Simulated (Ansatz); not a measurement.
**Decaying states in the gap of Na2ZnCdF6**

Wanted: the relaxed cell of Na2ZnCdF6, its band edges and its decay constants. It is built by putting Zn for part of the Cd in the NaCdF3 structure of space group R3c, with the volume rescaled by atomic radii. The parent structure comes from the Materials Project.

Main program and level: Ansatz 0.2.0; PBEsol DFT, plane waves, PAW files, in the first sound run; inputs show where later runs differ.

The structure was built from a prototype and need not be the compound's stable phase.

## (1) The starting structure

It takes space group R3 (No. 146, trigonal). The conventional cell has a = 5.641 Å, b = 5.641 Å, c = 14.753 Å, α = 90.00°, β = 90.00°, γ = 120.00°. Na has 6 F at 2.20 to 2.32 Å nearest. Nearest to Na lie 6 F at 2.20 to 2.32 Å. Zn has 6 F at 2.18 to 2.25 Å nearest. Nearest to Cd lie 6 F at 2.18 to 2.25 Å. Nearest to F lie 1 Zn at 2.18 Å and 2 Na at 2.20 to 2.32 Å and 1 Cd at 2.25 Å. Nearest to F lie 1 Cd at 2.18 Å and 2 Na at 2.20 to 2.32 Å and 1 Zn at 2.25 Å. It derives from NaCdF3. Zn for part of the Cd in the NaCdF3 structure of space group R3c. Farther neighbours and most contacts between anions are not listed.

## (2) Relaxing the new crystal

The substituted atoms don't fit the parent's cell, so cell and atoms relax together. A small smearing keeps the run stable in case the gap closes on the way.

File input.yaml:

```yaml
crystal:
  lattice:
    - [2.820404415, 1.6283612482, 4.9176730926]
    - [-2.820404415, 1.6283612482, 4.9176730926]
    - [0.0, -3.2567224964, 4.9176730926]
  atoms:
    - { symbol: Na, position: [0.2916034, 0.2916034, 0.2916034] }
    - { symbol: Na, position: [0.7916034, 0.7916034, 0.7916034] }
    - { symbol: Zn, position: [0.00258627, 0.00258627, 0.00258627] }
    - { symbol: Cd, position: [0.50258627, 0.50258627, 0.50258627] }
    - { symbol: F, position: [0.10957593, 0.39076832, 0.70146508] }
    - { symbol: F, position: [0.39076832, 0.70146508, 0.10957593] }
    - { symbol: F, position: [0.70146508, 0.10957593, 0.39076832] }
    - { symbol: F, position: [0.20146508, 0.89076832, 0.60957593] }
    - { symbol: F, position: [0.60957593, 0.20146508, 0.89076832] }
    - { symbol: F, position: [0.89076832, 0.60957593, 0.20146508] }
kpoints:
  mp_grid: { grid: [6, 6, 6] }
scf:
  occupations: { method: gaussian, width: 0.03 }
hamiltonian:
  xc: pbesol
output:
  forces: true
  stress: true
relax:
  f_tol: 0.02
  max_steps: 60
  cell: {}
```

On the command line:

```bash
$ ansatz run input.yaml --threads 2 --pin off --max-ram 4096MiB --backend cpu --events-out ev --progress --plain --runs-dir out
```

Numbers of over 12 decimals in the logs are rounded to 6 here.

Output:

```text
Engine: ansatz 0.2.0, aarch64-unknown-linux-gnu
Pseudopotentials: kind: paw
Pseudopotential: Na, paw, valence charge 9, recommended cutoff 420 eV (normal), Na.paw.azcp
Pseudopotential: Zn, paw, valence charge 12, recommended cutoff 420 eV (normal), Zn.paw.azcp
Pseudopotential: Cd, paw, valence charge 20, recommended cutoff 420 eV (normal), Cd.paw.azcp
Pseudopotential: F, paw, valence charge 7, recommended cutoff 420 eV (normal), F.paw.azcp
Functional definition: PBEsol
  exchange = pbesol_x
  correlation = pbesol_c
Crystal: 10 atoms, lattice volume = 135.511 Å³
Basis set: ecut = 420 eV, 2657 PW (Γ), exchange–correlation on 80×80×80 points (8 copies of the dense FFT grid, shifted against one another)
Bands: 56, of which v1, the nominal top of the filled ones, is band 46 counted from 1 (45 counted from 0)
Symmetry: 3 space group operations
Space group: R3 (ITA 146), of the structure as read, at distance tolerance 5.1e-5 Å
k-points: 40 of 216 (time reversal used)
Non-local potential: Na, projectors of the file, l = 0: 3, l = 1: 2, l = 2: 1
Non-local potential: Zn, projectors of the file, l = 0: 2, l = 1: 2, l = 2: 3, l = 3: 1
Non-local potential: Cd, projectors of the file, l = 0: 3, l = 1: 2, l = 2: 2, l = 3: 1
Non-local potential: F, projectors of the file, l = 0: 2, l = 1: 2, l = 2: 1
PAW form: soft (Blöchl's): semilocal exchange-correlation on the pseudo side does not see the compensation charge
PAW frozen core: Na, regenerated for the run's functional, and the local potential with it (the file was generated under x = pbe(κ = 0.804, μ = 0.219515), c = pbe(β = 0.066725))
PAW frozen core: Zn, regenerated for the run's functional, and the local potential with it (the file was generated under x = pbe(κ = 0.804, μ = 0.219515), c = pbe(β = 0.066725))
PAW frozen core: Cd, regenerated for the run's functional, and the local potential with it (the file was generated under x = pbe(κ = 0.804, μ = 0.219515), c = pbe(β = 0.066725))
PAW frozen core: F, regenerated for the run's functional, and the local potential with it (the file was generated under x = pbe(κ = 0.804, μ = 0.219515), c = pbe(β = 0.066725))
PAW one-centre angular grid: Na, 110 points (default); XC on 64 Gauss nodes
PAW one-centre angular grid: Zn, 590 points (default); XC on 64 Gauss nodes
PAW one-centre angular grid: Cd, 590 points (default); XC on 64 Gauss nodes
PAW one-centre angular grid: F, 110 points (default); XC on 64 Gauss nodes
Initial density: superposition of atomic densities (neutral atoms: chi_scale 0, normalization atom), corrected by the library's trained network
Initial wavefunctions: pseudopotential atomic-orbital guess
Functional: x = pbesol(κ = 0.804, μ = 0.123457), c = pbesol(β = 0.046)
SCF iter   1: F=—  HF=-19226.293358 eV  |F-HF|=—  |Δ(HF+E_count)|=         —  Δρ=1.37e-2  dr2=1.58e-1  ethr=1.77e-3  ⟨swp⟩=6.0  Hψ=8388  notcnv=0  defer=4
preconditioner: auto → Resta (q_TF=auto, 2.558 Å⁻¹)  ε∞=3.6  [insulator: Δε(μ)=3.315 eV  Ē_g=17.655 eV  σ=0.030 eV  W_gap=1.00  n_scr=34 (ndim 8)  ℏωp=28.5 eV  f_vac=0.182  D(μ)=0.00/eV (n_scr^D=0)  ε∞_Penn≈3.6]
SCF iter   2: F=—  HF=-19226.247410 eV  |F-HF|=—  |Δ(HF+E_count)|=   4.59e-2  Δρ=2.42e-3  dr2=3.42e-3  ethr=1.72e-4  ⟨swp⟩=2.5  Hψ=4331  notcnv=0  defer=148
SCF iter   3: F=—  HF=-19226.246954 eV  |F-HF|=—  |Δ(HF+E_count)|=   4.56e-4  Δρ=8.28e-4  dr2=6.80e-4  ethr=3.71e-6  ⟨swp⟩=2.0  Hψ=3248  notcnv=0  defer=148
SCF iter   4: F=—  HF=-19226.247074 eV  |F-HF|=—  |Δ(HF+E_count)|=   1.20e-4  Δρ=3.34e-4  dr2=1.12e-4  ethr=7.40e-7  ⟨swp⟩=3.0  Hψ=3432  notcnv=0  defer=148
SCF iter   5: F=—  HF=-19226.247087 eV  |F-HF|=—  |Δ(HF+E_count)|=   1.29e-5  Δρ=1.15e-4  dr2=1.21e-5  ethr=1.21e-7  ⟨swp⟩=2.0  Hψ=3197  notcnv=0  defer=148
SCF iter   6: F=—  HF=-19226.247101 eV  |F-HF|=—  |Δ(HF+E_count)|=   1.36e-5  Δρ=3.76e-5  dr2=1.92e-6  ethr=1.31e-8  ⟨swp⟩=2.0  Hψ=3172  notcnv=0  defer=148
SCF iter   7: F=-19226.247103 eV  HF=-19226.247103 eV  |F-HF|=5.98e-8  |Δ(HF+E_count)|=   2.36e-6  Δρ=6.74e-6  dr2=7.53e-8  ethr=1.09e-10  ⟨swp⟩=3.0  Hψ=8983  notcnv=0
SCF 1 converged in 7 iterations: F = -19226.247103 eV  dr2 = 7.53e-8
  greatest PAW one-centre occupation: 1.000 electrons in one spin orbital (limit 2), on the Cd atom at site 3 (counted from 0), in its partial waves of l = 1
relax step   1: F+E_penalty+E_count = -19226.24710303 eV  Δ(F+E_penalty+E_count) = +0.000e0 eV  max|allowed force component| = 1.217e0 eV/Å  Δτ_max = 0.0000 Å  P = -2.675 GPa  Ω = 135.511 Å³  (7 SCF iters, dr2 threshold 1.00e-7 eV, accepted)
Crystal: 10 atoms, lattice volume = 132.928 Å³
Basis set: ecut = 420 eV, 2591 PW (Γ), exchange–correlation on 80×80×80 points (8 copies of the dense FFT grid, shifted against one another)
Initial density: handed on by an earlier stage of this run
Initial wavefunctions: those handed on with the density
iter 1 solved again at ethr=1.23e-4 eV; its pass at ethr=3.10e-3 eV (dr2=1.13e-1 eV) is discarded
SCF iter   1: F=—  HF=-19226.757875 eV  |F-HF|=—  |Δ(HF+E_count)|=         —  Δρ=1.62e-2  dr2=1.14e-1  ethr=1.23e-4  ⟨swp⟩=2.3  Hψ=9899  notcnv=0
preconditioner: auto → Resta (q_TF=auto, 2.566 Å⁻¹)  ε∞=3.6  [insulator: Δε(μ)=3.642 eV  Ē_g=18.001 eV  σ=0.030 eV  W_gap=1.00  n_scr=34 (ndim 8)  ℏωp=28.8 eV  f_vac=0.173  D(μ)=0.00/eV (n_scr^D=0)  ε∞_Penn≈3.6]
SCF iter   2: F=—  HF=-19226.724968 eV  |F-HF|=—  |Δ(HF+E_count)|=   3.29e-2  Δρ=7.96e-3  dr2=2.38e-2  ethr=1.23e-4  ⟨swp⟩=2.0  Hψ=3549  notcnv=0
SCF iter   3: F=—  HF=-19226.719543 eV  |F-HF|=—  |Δ(HF+E_count)|=   5.43e-3  Δρ=2.07e-3  dr2=3.01e-3  ethr=2.58e-5  ⟨swp⟩=2.1  Hψ=3768  notcnv=0  defer=5
SCF iter   4: F=—  HF=-19226.717947 eV  |F-HF|=—  |Δ(HF+E_count)|=   1.60e-3  Δρ=6.70e-4  dr2=2.46e-4  ethr=3.27e-6  ⟨swp⟩=2.0  Hψ=3565  notcnv=0  defer=41
SCF iter   5: F=—  HF=-19226.717993 eV  |F-HF|=—  |Δ(HF+E_count)|=   4.62e-5  Δρ=2.22e-4  dr2=4.81e-5  ethr=2.67e-7  ⟨swp⟩=2.2  Hψ=3406  notcnv=0  defer=41
SCF iter   6: F=—  HF=-19226.717982 eV  |F-HF|=—  |Δ(HF+E_count)|=   1.12e-5  Δρ=6.67e-5  dr2=5.92e-6  ethr=5.23e-8  ⟨swp⟩=2.0  Hψ=3611  notcnv=0  defer=41
SCF iter   7: F=-19226.717984 eV  HF=-19226.717984 eV  |F-HF|=6.59e-8  |Δ(HF+E_count)|=   1.96e-6  Δρ=2.95e-5  dr2=9.71e-7  ethr=1.09e-9  ⟨swp⟩=4.0  Hψ=7291  notcnv=0
SCF 2 converged in 7 iterations: F = -19226.717984 eV  dr2 = 9.71e-7
relax step   2: F+E_penalty+E_count = -19226.71798406 eV  Δ(F+E_penalty+E_count) = -4.709e-1 eV  max|allowed force component| = 6.393e-1 eV/Å  Δτ_max = 0.0979 Å  P = -1.510 GPa  Ω = 132.928 Å³  energy of the carried Pulay correction = +9.668e-3 eV  (7 SCF iters, dr2 threshold 1.00e-6 eV, accepted)
Crystal: 10 atoms, lattice volume = 129.778 Å³
Basis set: ecut = 420 eV, 2555 PW (Γ), exchange–correlation on 80×80×80 points (8 copies of the dense FFT grid, shifted against one another)
iter 1 solved again at ethr=1.92e-4 eV; its pass at ethr=3.10e-3 eV (dr2=1.77e-1 eV) is discarded
SCF iter   1: F=—  HF=-19226.916896 eV  |F-HF|=—  |Δ(HF+E_count)|=         —  Δρ=1.94e-2  dr2=1.78e-1  ethr=1.92e-4  ⟨swp⟩=2.3  Hψ=9891  notcnv=0
preconditioner: auto → Resta (q_TF=auto, 2.576 Å⁻¹)  ε∞=3.5  [insulator: Δε(μ)=3.426 eV  Ē_g=18.279 eV  σ=0.030 eV  W_gap=1.00  n_scr=32 (ndim 8)  ℏωp=29.2 eV  f_vac=0.172  D(μ)=0.00/eV (n_scr^D=0)  ε∞_Penn≈3.5]
SCF iter   2: F=—  HF=-19226.861824 eV  |F-HF|=—  |Δ(HF+E_count)|=   5.51e-2  Δρ=9.31e-3  dr2=3.74e-2  ethr=1.92e-4  ⟨swp⟩=2.1  Hψ=3514  notcnv=0
SCF iter   3: F=—  HF=-19226.852482 eV  |F-HF|=—  |Δ(HF+E_count)|=   9.34e-3  Δρ=2.60e-3  dr2=4.66e-3  ethr=4.07e-5  ⟨swp⟩=2.2  Hψ=3568  notcnv=0
SCF iter   4: F=—  HF=-19226.849906 eV  |F-HF|=—  |Δ(HF+E_count)|=   2.58e-3  Δρ=8.50e-4  dr2=3.86e-4  ethr=5.07e-6  ⟨swp⟩=2.0  Hψ=3726  notcnv=0  defer=86
SCF iter   5: F=—  HF=-19226.849975 eV  |F-HF|=—  |Δ(HF+E_count)|=   6.97e-5  Δρ=2.56e-4  dr2=6.45e-5  ethr=4.20e-7  ⟨swp⟩=2.0  Hψ=3564  notcnv=0  defer=86
SCF iter   6: F=—  HF=-19226.849963 eV  |F-HF|=—  |Δ(HF+E_count)|=   1.25e-5  Δρ=8.14e-5  dr2=6.59e-6  ethr=7.01e-8  ⟨swp⟩=2.1  Hψ=3651  notcnv=0  defer=86
SCF iter   7: F=-19226.849966 eV  HF=-19226.849966 eV  |F-HF|=1.21e-7  |Δ(HF+E_count)|=   3.13e-6  Δρ=2.69e-5  dr2=9.15e-7  ethr=1.09e-9  ⟨swp⟩=4.0  Hψ=7572  notcnv=0
SCF 3 converged in 7 iterations: F = -19226.849966 eV  dr2 = 9.15e-7
relax step   3: F+E_penalty+E_count = -19226.84996598 eV  Δ(F+E_penalty+E_count) = -1.320e-1 eV  max|allowed force component| = 3.243e-1 eV/Å  Δτ_max = 0.1233 Å  P = +1.695 GPa  Ω = 129.778 Å³  energy of the carried Pulay correction = +2.172e-2 eV  (7 SCF iters, dr2 threshold 1.00e-6 eV, accepted)
[...]
relax step   4: F+E_penalty+E_count = -19226.87839085 eV  Δ(F+E_penalty+E_count) = -2.842e-2 eV  max|allowed force component| = 9.741e-2 eV/Å  Δτ_max = 0.0384 Å  P = +0.155 GPa  Ω = 132.395 Å³  energy of the carried Pulay correction = +1.169e-2 eV  (7 SCF iters, dr2 threshold 1.00e-6 eV, accepted)
[...]
relax step   5: F+E_penalty+E_count = -19226.88076016 eV  Δ(F+E_penalty+E_count) = -2.369e-3 eV  max|allowed force component| = 2.726e-2 eV/Å  Δτ_max = 0.0193 Å  P = -0.091 GPa  Ω = 132.637 Å³  energy of the carried Pulay correction = +1.077e-2 eV  (6 SCF iters, dr2 threshold 5.93e-7 eV, accepted)
[...]
relax step   6: F+E_penalty+E_count = -19226.88184961 eV  Δ(F+E_penalty+E_count) = -1.089e-3 eV  max|allowed force component| = 1.071e-2 eV/Å  Δτ_max = 0.0077 Å  P = -0.012 GPa  Ω = 132.467 Å³  energy of the carried Pulay correction = +1.141e-2 eV  (7 SCF iters, dr2 threshold 7.85e-8 eV, accepted)
[...]
relax step   7: F+E_penalty+E_count = -19226.87165519 eV  Δ(F+E_penalty+E_count) = +1.019e-2 eV  max|allowed force component| = 1.070e-2 eV/Å  Δτ_max = 0.0000 Å  P = -0.143 GPa  Ω = 132.467 Å³  stress off target by 1.85e-1 GPa  SCF on the basis re-selected at this cell (its energy is not comparable with the rows above)  (6 SCF iters)
[...]
relax step   8: F+E_penalty+E_count = -19226.87311421 eV  Δ(F+E_penalty+E_count) = -1.459e-3 eV  max|allowed force component| = 8.303e-3 eV/Å  Δτ_max = 0.0091 Å  P = +0.016 GPa  Ω = 132.151 Å³  energy of the carried Pulay correction = +1.245e-3 eV  (7 SCF iters, dr2 threshold 8.58e-8 eV, accepted)
iter 1 solved again at ethr=2.30e-7 eV; its pass at ethr=3.10e-3 eV (dr2=2.12e-4 eV) is discarded
SCF iter   1: F=—  HF=-19226.871792 eV  |F-HF|=—  |Δ(HF+E_count)|=         —  Δρ=3.13e-5  dr2=1.89e-7  ethr=2.30e-7  ⟨swp⟩=3.0  Hψ=13570  notcnv=0
SCF iter   2: F=—  HF=-19226.871802 eV  |F-HF|=—  |Δ(HF+E_count)|=   1.01e-5  Δρ=1.49e-5  dr2=6.41e-8  ethr=2.05e-10  ⟨swp⟩=2.0  Hψ=4074  notcnv=0
SCF iter   3: F=—  HF=-19226.871802 eV  |F-HF|=—  |Δ(HF+E_count)|=   5.97e-8  Δρ=5.67e-6  dr2=7.08e-9  ethr=6.97e-11  ⟨swp⟩=2.0  Hψ=3103  notcnv=0
SCF iter   4: F=—  HF=-19226.871802 eV  |F-HF|=—  |Δ(HF+E_count)|=   1.00e-8  Δρ=8.32e-7  dr2=7.42e-10  ethr=7.70e-12  ⟨swp⟩=2.0  Hψ=3840  notcnv=0
SCF iter   5: F=—  HF=-19226.871802 eV  |F-HF|=—  |Δ(HF+E_count)|=  1.46e-11  Δρ=3.29e-7  dr2=2.31e-10  ethr=1.00e-12  ⟨swp⟩=2.0  Hψ=3152  notcnv=0
SCF iter   6: F=-19226.871802 eV  HF=-19226.871802 eV  |F-HF|=2.18e-11  |Δ(HF+E_count)|=  2.15e-10  Δρ=1.21e-7  dr2=3.27e-11  ethr=1.00e-12  ⟨swp⟩=4.0  Hψ=7043  notcnv=0
SCF 9 converged in 6 iterations: F = -19226.871802 eV  dr2 = 3.27e-11
relax step   9: F+E_penalty+E_count = -19226.87180172 eV  Δ(F+E_penalty+E_count) = +1.312e-3 eV  max|allowed force component| = 8.398e-3 eV/Å  Δτ_max = 0.0000 Å  P = +0.005 GPa  Ω = 132.151 Å³  stress off target by 2.52e-2 GPa  SCF on the basis re-selected at this cell (its energy is not comparable with the rows above)  (6 SCF iters)
basis re-selected at this cell: Δ(F+E_penalty+E_count) = +1.312e-3 eV, ΔP = -0.011 GPa vs the last step (what re-selecting the basis moved, of the pressure what is left beyond the Pulay correction that the steps carried, after the strain that the cell walked since its last selection, with what the two solves' SCF thresholds leave and, on support functions, any second-order correction that the steps lacked; it is no m [...]
SCF converged after 6 iterations
Free energy (F): -19226.871802 eV
Harris-Foulkes:  -19226.871802 eV  (|F-HF|=2.18e-11)
Internal energy: -19226.871802 eV  (E = F + TS)
E sigma→0 (E₀):  -19226.871802 eV
Fermi energy:    4.932640 eV
--- Per-component energies (eV) ---
  E_band       = -1095.093885
  E_kinetic    = 2115.683340
  E_local      = -11309.633772  (includes V_loc(G=0)·N_el)
  E_nonlocal   = 1340.806027
  E_hartree    = 4582.633012
  E_xc         = -857.256798
  E_vxc        = -978.246026  (∫ρ·V_xc dr)
  E_paw        = -7485.882010  (= ΣΔE_a)
  E_vpaw       = -1428.981306  (= ΣTr[D̂ρ^β])
  E_aug_tail   = 0.011766  (compensation charges beyond the density's cutoff)
  E_ewald      = -7614.736726
  E_core_change = 1.503358  (= ΣΔE_core)
  E_smearing   = -0.000000  (= −TS)
  E_closure    = 0.000000  (closes the sum)
  Σ components = -19226.871802   (vs F -19226.871802, Δ=0.00e0)
--- Forces (eV/Å), atoms counted from 1 ---
  atom   1  Na    -0.00000000     0.00000000     0.00503583
  atom   2  Na     0.00000000    -0.00000000     0.00247259
  atom   3  Zn     0.00000000    -0.00000000     0.00277820
  atom   4  Cd     0.00000000     0.00000000    -0.00839817
  atom   5  F      0.00136620    -0.00613953    -0.00116848
  atom   6  F     -0.00600009     0.00188660    -0.00116848
  atom   7  F      0.00463389     0.00425293    -0.00116848
  atom   8  F     -0.00062333     0.00020181     0.00053733
  atom   9  F      0.00013689    -0.00064072     0.00053733
  atom  10  F      0.00048644     0.00043891     0.00053733
  max |Σ_I F_I| component: 4.98e-6 eV/Å
--- Stress (GPa, compression-positive) ---
        0.020281       0.000000       0.000000
       -0.000000       0.020281       0.000000
        0.000000       0.000000      -0.025227
  P = ⅓ Tr σ = 0.0051 GPa (0.051 kbar)
--- Relaxed structure (7 steps of the walk, 7 accepted, 2 SCFs on fresh bases) ---
  F+E_penalty+E_count = -19226.87180172 eV   max|allowed force component| = 8.398e-3 eV/Å   (the final SCF, on the basis selected at the relaxed cell)
  cell:  # Å, volume = 132.1510 Å³
    - [2.806168, 1.620142, 4.844537]
    - [-2.806168, 1.620142, 4.844537]
    - [-6.548894181531551e-19, -3.240284, 4.844537]
  atoms:
    - { symbol: Na, position: [0.286125, 0.286125, 0.286125] }
    - { symbol: Na, position: [0.783734, 0.783734, 0.783734] }
    - { symbol: Zn, position: [-0.00174937, -0.00174937, -0.00174937] }
    - { symbol: Cd, position: [0.501248, 0.501248, 0.501248] }
    - { symbol: F, position: [0.120001, 0.349105, 0.732731] }
    - { symbol: F, position: [0.349105, 0.732731, 0.120001] }
    - { symbol: F, position: [0.732731, 0.120001, 0.349105] }
    - { symbol: F, position: [0.203779, 0.878168, 0.638856] }
    - { symbol: F, position: [0.638856, 0.203779, 0.878168] }
    - { symbol: F, position: [0.878168, 0.638856, 0.203779] }
```

The job ended after 1.7 min (2 threads of Arm Neoverse V2, shared host; peak memory 0.54 GiB; 3.4 min of CPU time).

Relaxation path:

```csv
step,energy less that of the first step (eV),largest force component (eV/Å),pressure (GPa),volume (Å³)
1,0.0000,1.2174,-2.68,135.51
2,-0.4709,0.6393,-1.51,132.93
3,-0.6029,0.3243,1.69,129.78
4,-0.6313,0.0974,0.15,132.39
5,-0.6337,0.0273,-0.09,132.64
6,-0.6347,0.0107,-0.01,132.47
7*,-0.6246,0.0107,-0.14,132.47
8,-0.6260,0.0083,0.02,132.15
9*,-0.6247,0.0084,0.01,132.15
```

Relaxation steps marked * repeat the geometry before them on a plane-wave basis chosen anew for their cell, so energy and pressure can jump there.

The run keeps the 3 symmetry operations that it works with, so distortions that break them were not tested.

```csv
"conventional cell, symmetrised",before,after,change
a (Å),5.641,5.612,-0.5 %
b (Å),5.641,5.612,-0.5 %
c (Å),14.753,14.534,-1.5 %
volume (Å³/atom),13.55,13.22,-2.5 %
```

The atoms that moved most (Å, as changes of fractional coordinates times the final cell):

```csv
atom,dx,dy,dz,length
F7,0.058,0.203,0.000,0.211
F6,-0.205,-0.051,0.000,0.211
F5,0.146,-0.152,0.000,0.211
F9,0.076,0.092,0.092,0.151
F10,-0.118,0.020,0.092,0.151
F8,0.042,-0.112,0.092,0.151
Na2,0.000,0.000,-0.114,0.114
Na1,0.000,0.000,-0.080,0.080
```

This step gave:

```
free energy  : -19226.8718 eV
Fermi energy : 4.933 eV
pressure     : 0.005112 GPa
```

The largest force component on a free atom ends at 0.0084 eV/Å.

(Continued in part 2 of 3.)

[Logs are printed without paths, hosts, clocks, repeated set-up lines and the standing remarks that a program may print on its own settings, such as how far it seeks lower states.]

[Hosts, paths, dates, database ids (printed as entryN), source tags and the programs' standing remarks are cut or masked in the printed files.]
